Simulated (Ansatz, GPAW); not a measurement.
# Work function of a 4-layer slab of Rh(111) at several levels, part 2 of 3

Wanted: work functions and dipole of a 4-layer slab of Rh(111), with the cost of each level.

GPAW 26.7.0 and Ansatz 0.2.0; GPAW, PAW setups; slab in vacuum (the session's first sound run).

So far, upper work function (eV): step 2 (relaxation, PBE, GPAW) 5.17; step 3 (the slab's potential, PBE, GPAW) 5.17; step 4 (self-consistent run: xc = "RPBE") 4.99.

### 5. Self-consistent run: xc = "vdW-DF2"

The same geometry under vdW-DF2, to see how far the functional moves the levels against the vacuum (the van der Waals functionals take revPBE setups).

Input file run.py:

```python
import json
import numpy as np
from ase import Atoms
from gpaw import GPAW, PW

slab = Atoms(
    ['Rh', 'Rh', 'Rh', 'Rh'],
    positions=[
        [0.00000, 0.00000, 7.00000],
        [1.34350, 0.77567, 9.19393],
        [2.68701, 1.55134, 11.38786],
        [0.00000, 0.00000, 13.58179]],
    cell=[[2.68701, 0.0, 0.0], [1.3435, 2.32702, 0.0], [0.0, 0.0, 20.58179]],
    pbc=[True, True, False])

slab.calc = GPAW(mode=PW(400), xc='vdW-DF2', kpts={'size': (13, 13, 1), 'gamma': True},
                 occupations={'name': 'fermi-dirac', 'width': 0.1}, nbands='160%',
                 convergence={'density': 1e-05}, maxiter=200,
                 poissonsolver={'dipolelayer': 'xy'},
                 symmetry={'tolerance': 1e-3}, txt='slab.txt')
result = {}
energy = slab.get_potential_energy()
fermi = slab.calc.get_fermi_level()
v = slab.calc.get_electrostatic_potential().mean((0, 1)) - fermi
n = slab.calc.get_pseudo_density().mean((0, 1))
L = slab.cell[2, 2]
z = np.arange(len(v)) * L / len(v)
low, high = slab.positions[:, 2].min(), slab.positions[:, 2].max()
below, above = np.interp([low - 4.8, high + 4.8], z, v)
slopes = [np.interp(x, z, np.gradient(v, z)) for x in (low - 4.8, high + 4.8)]
eps = np.array([[slab.calc.get_eigenvalues(k, s) for k in range(len(slab.calc.get_ibz_k_points()))]
                for s in range(slab.calc.get_number_of_spins())]) - fermi
top, bottom = eps[eps < 0].max(), eps[eps > 0].min()
dipole = slab.get_dipole_moment()[2]
print(f'energy {energy:.4f} eV, Fermi level {fermi:.4f} eV, dipole {dipole:.5f} e A')
print(f'potential 4.8 A off the faces, from the Fermi level: lower {below:.4f} eV, upper {above:.4f} eV')
print(f'slope of the potential there: lower {slopes[0]:.5f}, upper {slopes[1]:.5f} eV/A')
print(f'nearest levels on the mesh: {top:.4f} and {bottom:.4f} eV')
print('magnetic moment', round(slab.get_magnetic_moment(), 3))
result.update(energy=energy, fermi=fermi, dipole=dipole, below=below, above=above, slopes=slopes, edges=[top, bottom],
              z=z.tolist(), v=v.tolist(), n=n.tolist(), positions=slab.positions.tolist(),
              forces=slab.get_forces(apply_constraint=False).tolist(), moments=slab.get_magnetic_moments().tolist())
json.dump(result, open('result.json', 'w'))
```

The run is started by

```bash
OMP_NUM_THREADS=1 OPENBLAS_NUM_THREADS=1 python run.py
```

Wall time 59 s (1 thread of Intel Xeon Platinum 8375C at 2.90GHz (Ice Lake), shared host); peak memory 0.31 GiB.

Numbers from this step:

- dipole along the normal: -1.52e-4 e·Å
- levels nearest the Fermi level on the mesh: -0.007420, 0.002300 eV from the Fermi level
- upper work function: 5.450 eV
- lower work function: 5.450 eV

Electrostatic potential energy of an electron (without an applied field's), less the Fermi level, planar mean against z:

```
z (Å)  electrostatic potential energy of an electron (without an applied field's), less the Fermi level, planar mean (eV)
  0.0                                                                                                                5.45
  0.5                                                                                                                5.45
  1.0                                                                                                                5.45
  1.5                                                                                                                5.45
  2.0                                                                                                                5.45
  2.5                                                                                                                5.45
  3.0                                                                                                                5.45
  3.5                                                                                                                5.44
  4.0                                                                                                                5.42
  4.5                                                                                                                5.33
  5.0                                                                                                                5.05
  5.5                                                                                                                4.08
  6.0                                                                                                               0.669
  6.5                                                                                                               -11.5
  7.0                                                                                                               -25.6
  7.5                                                                                                               -11.8
  8.0                                                                                                               -1.34
  8.5                                                                                                               -6.16
  9.0                                                                                                               -23.2
  9.5                                                                                                               -19.5
 10.0                                                                                                               -3.81
 10.5                                                                                                               -2.53
 11.0                                                                                                               -16.4
 11.5                                                                                                               -25.0
 12.0                                                                                                               -8.39
 12.5                                                                                                               -1.12
 13.0                                                                                                               -9.03
 13.5                                                                                                               -25.2
 14.0                                                                                                               -14.6
 14.5                                                                                                              -0.500
 15.0                                                                                                                3.78
 15.5                                                                                                                4.96
 16.0                                                                                                                5.31
 16.5                                                                                                                5.41
 17.0                                                                                                                5.44
 17.5                                                                                                                5.45
 18.0                                                                                                                5.45
 18.5                                                                                                                5.45
 19.0                                                                                                                5.45
 19.5                                                                                                                5.45
 20.0                                                                                                                5.45
```

The upper face's work function is 5.450 eV, against 5.166 eV in the first plane-wave PBE run at this geometry.

### 6. Self-consistent run: xc = "revPBE"

The same geometry under revPBE, to see how far the functional moves the levels against the vacuum.

Edit run.py of step 5 so:

```diff
@@ -15,3 +15,3 @@
 
-slab.calc = GPAW(mode=PW(400), xc='vdW-DF2', kpts={'size': (13, 13, 1), 'gamma': True},
+slab.calc = GPAW(mode=PW(400), xc='revPBE', kpts={'size': (13, 13, 1), 'gamma': True},
                  occupations={'name': 'fermi-dirac', 'width': 0.1}, nbands='160%',
```

Run time: 40 s. Hardware: 1 thread; peak memory 0.21 GiB.

This step gave:

```
dipole along the normal                    : -1.50e-4 e·Å
levels nearest the Fermi level on the mesh : -0.01209, 0.003559 eV from the Fermi level
upper work function                        : 5.014 eV
lower work function                        : 5.014 eV
```

The upper face's work function is 5.014 eV, against 5.166 eV in the first plane-wave PBE run at this geometry.

### 7. Real-space grid: mode = "fd"

A real-space grid is a second complete basis, so it checks the plane-wave result.

Edit run.py of step 6 so:

```diff
@@ -3,3 +3,3 @@
 from ase import Atoms
-from gpaw import GPAW, PW
+from gpaw import GPAW
 
@@ -15,3 +15,3 @@
 
-slab.calc = GPAW(mode=PW(400), xc='revPBE', kpts={'size': (13, 13, 1), 'gamma': True},
+slab.calc = GPAW(mode='fd', h=0.18, xc='PBE', kpts={'size': (13, 13, 1), 'gamma': True},
                  occupations={'name': 'fermi-dirac', 'width': 0.1}, nbands='160%',
```

It took 4.5 min on 1 thread; peak memory 0.6 GiB.

Numbers from this step:

- dipole along the normal: -1.59e-4 e·Å
- levels nearest the Fermi level on the mesh: -0.01014, 0.008639 eV from the Fermi level
- upper work function: 5.166 eV
- lower work function: 5.166 eV

The electrostatic potential energy of an electron (without an applied field's), less the Fermi level, planar mean oscillates, so the rows of the table below give means over windows of 1 Å about each position, cut where the curve ends. Its maxima inside the range that stand out by 2 % of the span (Å: eV): 8.1: -0.633, 10.3: -0.861, 12.5: -0.633. Its minima: 7.0: -25.8, 9.2: -26.2, 11.4: -26.2, 13.6: -25.8.

Table of electrostatic potential energy of an electron (without an applied field's), less the Fermi level, planar mean by z; means over each step:

```
z (Å)  electrostatic potential energy of an electron (without an applied field's), less the Fermi level, planar mean (eV)
    0                                                                                                                5.17
    1                                                                                                                5.17
    2                                                                                                                5.17
    3                                                                                                                5.16
    4                                                                                                                5.14
    5                                                                                                                4.75
    6                                                                                                              -0.821
    7                                                                                                               -20.1
    8                                                                                                               -3.53
    9                                                                                                               -19.3
   10                                                                                                               -6.08
   11                                                                                                               -15.6
   12                                                                                                               -10.1
   13                                                                                                               -10.6
   14                                                                                                               -14.3
   15                                                                                                                3.21
   16                                                                                                                5.03
   17                                                                                                                5.16
   18                                                                                                                5.17
   19                                                                                                                5.17
   20                                                                                                                5.17
```

The upper face's work function is 5.166 eV, against 5.166 eV in the first plane-wave PBE run at this geometry.

### 8. Atomic orbitals: mode = "lcao"

Atom-centred orbitals end a few angstrom from the surface, which tests how much the density's tail matters.

Edit run.py of step 7 so:

```diff
@@ -15,4 +15,4 @@
 
-slab.calc = GPAW(mode='fd', h=0.18, xc='PBE', kpts={'size': (13, 13, 1), 'gamma': True},
-                 occupations={'name': 'fermi-dirac', 'width': 0.1}, nbands='160%',
+slab.calc = GPAW(mode='lcao', basis='dzp', h=0.18, xc='PBE', kpts={'size': (13, 13, 1), 'gamma': True},
+                 occupations={'name': 'fermi-dirac', 'width': 0.1}, nbands='120%',
                  convergence={'density': 1e-05}, maxiter=200,
```

The job ended after 17 min (1 thread; peak memory 0.32 GiB).

Numbers from this step:

* dipole along the normal: -1.58e-4 e·Å
* levels nearest the Fermi level on the mesh: -0.01584, 0.001249 eV from the Fermi level
* upper work function: 5.182 eV
* lower work function: 5.182 eV

The electrostatic potential energy of an electron (without an applied field's), less the Fermi level, planar mean by z:

z (Å), electrostatic potential energy of an electron (without an applied field's), less the Fermi level, planar mean (eV) and a bar from the least value:
```
      0.0        5.2 ##############################
      0.5        5.2 ##############################
      1.0        5.2 ##############################
      1.5        5.2 ##############################
      2.0        5.2 ##############################
      2.5        5.2 ##############################
      3.0        5.2 ##############################
      3.5        5.2 ##############################
      4.0        5.2 ##############################
      4.5        5.1 ##############################
      5.0        4.9 ##############################
      5.5        4.1 #############################
      6.0        0.8 ##########################
      6.5      -11.4 ##############
      7.0      -25.9 
      7.5      -11.7 ##############
      8.0       -0.9 ########################
      8.5       -5.8 ###################
      9.0      -23.2 ###
      9.5      -19.5 ######
     10.0       -3.4 ######################
     10.5       -2.2 #######################
     11.0      -16.3 #########
     11.5      -25.1 #
     12.0       -8.2 #################
     12.5       -0.6 ########################
     13.0       -8.8 ################
     13.5      -25.3 #
     14.0      -14.5 ###########
     14.5       -0.3 #########################
     15.0        3.8 #############################
     15.5        4.8 ##############################
     16.0        5.1 ##############################
     16.5        5.2 ##############################
     17.0        5.2 ##############################
     17.5        5.2 ##############################
     18.0        5.2 ##############################
     18.5        5.2 ##############################
     19.0        5.2 ##############################
     19.5        5.2 ##############################
     20.0        5.2 ##############################
```

The upper face's work function is 5.182 eV, against 5.166 eV in the first plane-wave PBE run at this geometry.

### 9. All levels side by side

Times are for 1 thread of Intel Xeon Platinum 8375C at 2.90GHz (Ice Lake), shared host. The series side by side:

```
no.      run  upper work function (eV)     time  memory (GiB)
  1       pw                     5.166     41 s          0.21
  2     RPBE                     4.990     40 s          0.21
  3  vdW DF2                     5.450     59 s          0.31
  4   revPBE                     5.014     40 s          0.21
  5       fd                     5.166  4.5 min           0.6
  6     lcao                     5.182   17 min          0.32
```

(Part 2 of 3 ends here.)

[Logs are printed without paths, hosts, clocks, repeated set-up lines and the standing remarks that a program may print on its own settings, such as how far it seeks lower states.]

[Hosts, paths, dates, database ids (printed as entryN), source tags and the programs' standing remarks are cut or masked in the printed files.]
